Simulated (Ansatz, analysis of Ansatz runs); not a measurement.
# A hop of O in Mg2TiO4 (Imma), charge 0, part 2 of 5

How high is the barrier when O changes place in Mg2TiO4 (Imma)? The case: V_O hop (2.7 Å), charge 0, in a cell of 56 host atoms with 1 O taken out.

Ansatz 0.2.0; plane-wave PAW DFT, PBEsol; nudged elastic band between two relaxed defect structures.

So far: Set-up; Relaxation of the start point, charge 0.

### 3. Relaxation of the end point, charge 0

Level of this step: plane-wave PAW DFT, PBEsol; relaxation of all atoms of a defect supercell (Ansatz).

The end point is relaxed in the same cell and settings, so that the two energies compare. Atoms more than 3.2 Å from the middle of the hop start where the first relaxation left them, the nearer ones on or close to their ideal places, with small random displacements.

The input, q0.end/input.yaml:

```yaml
crystal:
  lattice:
    - [5.93160526, 5.95895149, 0.0]
    - [-5.93160526, 5.95895149, 0.0]
    - [0.0, 0.0, 8.47824647]
  atoms:
    - { symbol: Mg, position: [0.375, 0.375, 0.13611587] }
    - { symbol: Mg, position: [0.37510258, 0.87338505, 0.63768555] }
    - { symbol: Mg, position: [0.87026203, 0.38374256, 0.63184119] }
[... 4 atom lines left out ...]
    - { symbol: Mg, position: [0.75, 0.5, 0.25] }
[... 3 atom lines left out ...]
    - { symbol: Mg, position: [0.5, 0.75, 0.25] }
[... 7 atom lines left out ...]
    - { symbol: Ti, position: [0.75, 0.75, 0.5] }
[... 3 atom lines left out ...]
    - { symbol: Ti, position: [0.5, 0.5, 0.5] }
[... 3 atom lines left out ...]
    - { symbol: O, position: [0.51287539, 0.73712461, 0.49805415] }
[... 6 atom lines left out ...]
    - { symbol: O, position: [0.737073, 0.512927, 0.498484] }
[... 3 atom lines left out ...]
    - { symbol: O, position: [0.74277191, 0.74277191, 0.27354562] }
[... 2 atom lines left out ...]
    - { symbol: O, position: [0.75722809, 0.25722809, 0.22645438] }
[... 5 atom lines left out ...]
    - { symbol: O, position: [0.49277191, 0.49277191, 0.72645438] }
[... 3 atom lines left out ...]
    - { symbol: O, position: [0.48712461, 0.26287539, 0.50194585] }
[... 2 atom lines left out ...]
    - { symbol: O, position: [0.99009591, 0.76476365, 0.50297514] }
basis:
  ecutwfc: 420
  xc_grid: 2
hamiltonian:
  xc: pbesol
kpoints:
  mp_grid: { grid: [1, 1, 1], shift: [0.25, 0.25, 0.25] }
scf:
  occupations: { method: fixed }
  max_iter: 150
output:
  forces: true
relax:
  f_tol: 0.02
  max_steps: 70
  random_displacement: { amplitude: 0.01, seed: 3847 }
```

Launch:

```console
$ ansatz run input.yaml --threads 4 --pin off --max-ram 14131MiB --backend cpu --events-out ev --progress --plain --runs-dir out
```

Numbers of over 12 decimals in the logs are rounded to 6 here.

Log:

```text
[...]
Crystal: 55 atoms, lattice volume = 599.347 Å³
Basis set: ecut = 420 eV, 11701 PW (Γ), exchange–correlation on 120×120×120 points (8 copies of the dense FFT grid, shifted against one another)
Bands: 276, of which v1, the nominal top of the filled ones, is band 221 counted from 1 (220 counted from 0)
Symmetry: 1 space group operations
k-points: 1
[...]
SCF iter   1: F=—  HF=-67848.915540 eV  |F-HF|=—  |Δ(HF+E_count)|=         —  Δρ=1.62e-2  dr2=2.02e0  ethr=1.77e-3  ⟨swp⟩=5.0  Hψ=764  notcnv=0  defer=52
[...]
SCF iter  10: F=-67848.321374 eV  HF=-67848.321374 eV  |F-HF|=2.42e-7  |Δ(HF+E_count)|=   4.30e-8  Δρ=1.51e-5  dr2=2.08e-6  ethr=2.26e-9  ⟨swp⟩=4.0  Hψ=855  notcnv=0
SCF 1 converged in 10 iterations: F = -67848.321374 eV  dr2 = 2.08e-6
[...]
F+E_penalty+E_count = -67848.82460002 eV   max|allowed force component| = 9.502e-3 eV/Å
  atoms:
    - { symbol: Mg, position: [0.383938, 0.384343, 0.143500] }
    - { symbol: Mg, position: [0.373776, 0.874407, 0.635381] }
[...]
- { symbol: Mg, position: [0.750720, 0.498105, 0.247568] }
[...]
- { symbol: Mg, position: [0.497655, 0.751033, 0.247683] }
[...]
- { symbol: Ti, position: [0.756909, 0.757620, 0.495616] }
[...]
- { symbol: Ti, position: [0.508207, 0.508343, 0.516923] }
[...]
- { symbol: O, position: [0.508635, 0.732257, 0.493698] }
[...]
- { symbol: O, position: [0.731881, 0.508943, 0.493649] }
[...]
- { symbol: O, position: [0.739534, 0.739931, 0.271397] }
    [... 2 atoms left out ...]
    - { symbol: O, position: [0.756577, 0.257023, 0.225326] }
    [... 5 atoms left out ...]
    - { symbol: O, position: [0.489663, 0.490197, 0.735697] }
    [... 3 atoms left out ...]
    - { symbol: O, position: [0.487269, 0.264355, 0.503064] }
    [... 3 atoms left out ...]
[key lines of the parts left out:]
SCF converged after 7 iterations
Free energy (F): -67848.824600 eV
Fermi energy:    9.683657 eV
```

It took 60 s on 4 threads of Arm Neoverse V1, shared host; peak memory 1.1 GiB.

Step by step:

| step | energy less that of the first step (eV) | largest force component (eV/Å) |
| --- | --- | --- |
| 1 | 0.0000 | 1.8914 |
| 2 | -0.3164 | 0.6845 |
| 3 | -0.4516 | 0.1516 |
| 4 | -0.4683 | 0.2288 |
| 5 | -0.0888 | 1.6142 |
| 6 | -0.4971 | 0.0947 |
| 7 | -0.5029 | 0.0287 |
| 8 | -0.5032 | 0.0095 |

Relaxation step 5 was tried and not accepted.

The atoms that moved most (Å, from the sites as typed, ahead of the random displacement):

| atom | dx | dy | dz | length |
| --- | --- | --- | --- | --- |
| Ti17 | -0.006 | 0.225 | -0.053 | 0.231 |
| Ti24 | -0.001 | 0.099 | 0.143 | 0.174 |
| Ti21 | -0.010 | 0.170 | 0.023 | 0.171 |
| Mg1 | -0.003 | 0.110 | 0.062 | 0.126 |
| Ti23 | -0.030 | 0.092 | 0.022 | 0.099 |
| Ti22 | -0.002 | 0.093 | 0.033 | 0.099 |
| Ti18 | -0.012 | 0.091 | -0.035 | 0.098 |
| Ti20 | -0.004 | 0.087 | -0.038 | 0.095 |

Neighbours of O35 at the end:

| atom | distance (Å) |
| --- | --- |
| Ti24 | 1.891 |
| Mg3 | 2.036 |
| Mg8 | 2.094 |
| Ti20 | 2.102 |
| O28 | 2.649 |
| O39 | 2.707 |
| O43 | 2.846 |
| O48 | 2.896 |
| O52 | 2.916 |

Numbers from this step:

| Item | Value |
| --- | --- |
| free energy | -67848.8246 eV |
| r.m.s. move of the farther half of the atoms | 0.03173 Å |
| largest move from the ideal geometry of this structure, a common shift of the far atoms taken out | 0.1733 Å |

The relaxation gained 0.503 eV and ended with a largest force component of 0.0095 eV/Å. The end lies 0.064 eV above the start.

(Continued in part 3 of 5.)

[Logs are printed without paths, hosts, clocks, repeated set-up lines and the standing remarks that a program may print on its own settings, such as how far it seeks lower states.]

[Hosts, paths, dates, database ids (printed as entryN), source tags and the programs' standing remarks are cut or masked in the printed files.]
